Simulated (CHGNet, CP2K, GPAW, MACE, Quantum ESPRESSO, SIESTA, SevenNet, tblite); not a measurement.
# From one method to another: forces in random rock-salt (Ti, Nb, Ta, Hf)C solid solution (64 atoms)

Rock-salt lattice (a = 4.495 Å, the mean of the end members), 2 x 2 x 2 cells, metal sites filled at random with 3 Ti, 11 Nb, 9 Ta, 9 Hf; every coordinate displaced by a Gaussian of 0.05 Å. Then every atom was moved at random, 0.02 Å r.m.s. a Cartesian component.

Two calculations on one geometry. First: machine-learned interatomic potential MACE MPA-0 medium, trained on PBE(+U) plane-wave data (MACE MPA-0 medium). Second: Kohn-Sham DFT, PBE, SSSP efficiency 1.3.0 pseudopotentials, plane waves; sssp-1.3.0-efficiency; 60/480 Ry; levels smeared at 580 K (Quantum ESPRESSO 7.5; sssp-pbe-1.3.0-efficiency, cutoffs 60/480 Ry, Γ point).

Cell vectors (Å):

```
8.990 0.000 0.000
0.000 8.990 0.000
0.000 0.000 8.990
```

Atom, position (Å) and force of the first calculation (eV/Å):

```
1 Nb 0.059 8.975 0.040 -0.850 0.682 -0.550
2 C 2.243 0.007 8.926 0.132 0.208 -0.042
3 Ti 8.930 2.277 2.218 0.495 -0.279 0.469
4 C 2.191 2.263 2.246 -0.364 0.193 -0.335
5 Hf 2.226 0.029 2.194 0.468 -0.374 0.461
6 C 0.003 0.044 2.285 -0.324 0.059 -0.605
7 Ta 2.248 2.273 0.025 -0.305 -0.020 -0.258
8 C 8.891 2.248 0.089 1.652 0.432 -0.962
9 Ti 0.015 0.033 4.353 -0.209 0.158 1.408
10 C 2.284 8.949 4.481 -0.421 1.347 -0.114
11 Ta 0.045 2.296 6.770 -0.818 -0.751 -0.069
12 C 2.278 2.220 6.733 -0.311 -0.534 0.423
13 Ta 2.208 0.003 6.653 0.354 0.307 0.772
14 C 0.029 0.048 6.661 0.145 -0.133 0.570
15 Nb 2.268 2.393 4.485 -0.979 -2.533 -0.780
16 C 8.952 2.215 4.524 -0.132 0.120 -0.285
17 Ti 0.051 4.515 0.024 -0.350 -0.138 -0.114
18 C 2.230 4.497 0.029 -0.143 -0.411 -0.335
19 Nb 0.010 6.759 2.231 -0.079 -0.262 0.125
20 C 2.238 6.726 2.185 0.626 0.379 -0.096
21 Nb 2.235 4.498 2.268 -0.440 -0.134 -0.337
22 C 0.015 4.495 2.269 0.070 -0.210 -0.505
23 Nb 2.217 6.703 8.931 0.511 0.330 0.650
24 C 8.970 6.810 8.975 0.589 -1.321 -0.316
25 Nb 0.040 4.507 4.563 -0.918 -0.145 -1.263
26 C 2.254 4.498 4.546 0.207 0.560 -2.109
27 Ta 8.962 6.742 6.740 0.487 0.457 -0.152
28 C 2.333 6.825 6.766 -1.552 -0.736 -0.738
29 Hf 2.252 4.381 6.611 0.265 2.322 3.840
30 C 0.002 4.557 6.721 -0.037 -0.628 1.119
31 Hf 2.285 6.799 4.384 -0.893 -0.906 1.357
32 C 0.057 6.719 4.458 -1.058 0.584 0.563
33 Nb 4.493 0.001 8.972 -0.475 -0.502 0.081
34 C 6.736 8.898 8.972 0.225 2.074 0.360
35 Hf 4.472 2.191 2.230 -0.680 1.706 -0.520
36 C 6.620 2.271 2.242 2.237 -0.433 0.475
37 Hf 6.639 8.987 2.272 3.094 0.470 0.037
38 C 4.560 0.012 2.256 -2.376 -0.814 0.127
39 Nb 6.661 2.186 8.954 2.167 0.122 0.139
40 C 4.602 2.173 8.923 -2.649 0.921 0.144
41 Ta 4.513 0.115 4.465 -0.335 -2.049 0.821
42 C 6.760 8.977 4.569 -0.106 0.706 -0.850
43 Ta 4.484 2.164 6.701 0.336 0.929 0.372
44 C 6.778 2.364 6.761 -0.199 -1.653 -0.653
45 Nb 6.689 8.930 6.767 1.814 0.938 -0.412
46 C 4.603 8.977 6.807 -2.225 0.321 -1.462
47 Ta 6.674 2.309 4.532 1.199 -0.709 -0.137
48 C 4.444 2.191 4.405 0.861 1.473 1.791
49 Hf 4.549 4.479 8.985 -0.999 0.097 -0.133
50 C 6.821 4.424 0.040 -0.242 0.647 -0.967
51 Ta 4.564 6.650 2.242 -1.110 1.384 -0.054
52 C 6.792 6.791 2.270 -0.775 -0.994 0.311
53 Hf 6.800 4.447 2.184 -0.468 0.790 1.621
54 C 4.415 4.564 2.299 1.215 -1.110 -0.258
55 Hf 6.689 6.790 0.037 1.996 -1.654 -0.739
56 C 4.573 6.766 0.056 -2.191 -0.565 -0.758
57 Ta 4.520 4.574 4.616 -0.185 -1.806 -1.788
58 C 6.727 4.472 4.564 0.026 0.028 -0.593
59 Nb 4.444 6.736 6.637 0.760 0.328 1.573
60 C 6.733 6.788 6.781 0.535 -0.623 -0.316
61 Nb 6.720 4.502 6.793 0.726 0.353 0.055
62 C 4.531 4.475 6.761 -0.500 -0.179 -0.119
63 Hf 6.675 6.727 4.554 1.799 0.308 -0.914
64 C 4.464 6.700 4.407 0.705 0.870 0.973
```

Q: Give the forces of the second method.

Atom and force (eV/Å):

```
1 -1.024 0.790 -0.635
2 0.279 -0.091 -0.048
3 0.278 -0.074 0.329
4 -0.108 0.613 -0.102
5 0.468 -0.483 0.645
6 -0.385 0.088 -0.483
7 -0.466 0.108 0.201
8 1.606 0.358 -0.930
9 -0.324 0.126 1.240
10 -0.382 1.600 0.216
11 -1.207 -1.036 0.140
12 -0.224 -0.697 0.303
13 -0.019 0.123 0.368
14 0.188 -0.133 0.645
15 -1.236 -3.311 -1.420
16 0.134 0.352 -0.237
17 -0.598 -0.315 -0.244
18 0.035 0.011 -0.329
19 -0.411 -0.626 0.126
20 0.759 0.233 -0.332
21 -0.821 -0.192 -0.647
22 0.504 -0.150 -0.195
23 0.916 -0.032 1.147
24 0.875 -1.138 -0.018
25 -1.621 -0.246 -1.906
26 0.324 0.831 -2.333
27 0.845 0.559 -0.416
28 -1.488 -0.656 -0.822
29 0.109 2.896 4.321
30 -0.001 -0.613 1.195
31 -1.083 -1.159 1.365
32 -1.013 0.543 0.745
33 -0.802 -1.025 0.448
34 0.478 2.314 0.522
35 -0.870 2.196 -0.487
36 2.326 -0.616 0.524
37 3.414 0.565 -0.253
38 -2.232 -0.910 0.074
39 2.029 0.291 0.233
40 -2.376 0.834 0.273
41 -0.417 -2.534 0.323
42 -0.040 0.682 -0.641
43 0.376 1.153 0.343
44 -0.210 -1.584 -0.383
45 1.977 1.278 -0.571
46 -2.057 0.284 -1.502
47 1.450 -0.866 -0.478
48 0.706 1.749 2.008
49 -1.219 0.248 0.046
50 -0.073 0.667 -1.021
51 -1.242 1.252 -0.341
52 -0.570 -1.009 0.449
53 -0.797 0.859 1.593
54 1.163 -1.205 0.015
55 1.543 -1.989 -0.726
56 -2.220 -0.333 -0.816
57 -0.032 -2.210 -2.582
58 0.184 0.325 -0.430
59 0.654 0.444 2.056
60 0.516 -0.500 -0.266
61 0.930 0.128 -0.045
62 -0.278 0.065 -0.061
63 1.994 0.354 -1.263
64 0.786 0.814 1.068
```

The two sets differ by 250 meV/Å r.m.s., 23 % of the r.m.s. force of the Quantum ESPRESSO run. Machine-learned potentials mimic data converged in k, so the reference's own k-point error enters their differences. The electronic-structure runs sample only Γ, in a cell whose shortest periodic width is 9 Å, which is coarse for a cell with partly filled levels.

[Logs are printed without paths, hosts, clocks, repeated set-up lines and the standing remarks that a program may print on its own settings, such as how far it seeks lower states.]

[Hosts, paths, dates, database ids (printed as entryN), source tags and the programs' standing remarks are cut or masked in the printed files.]
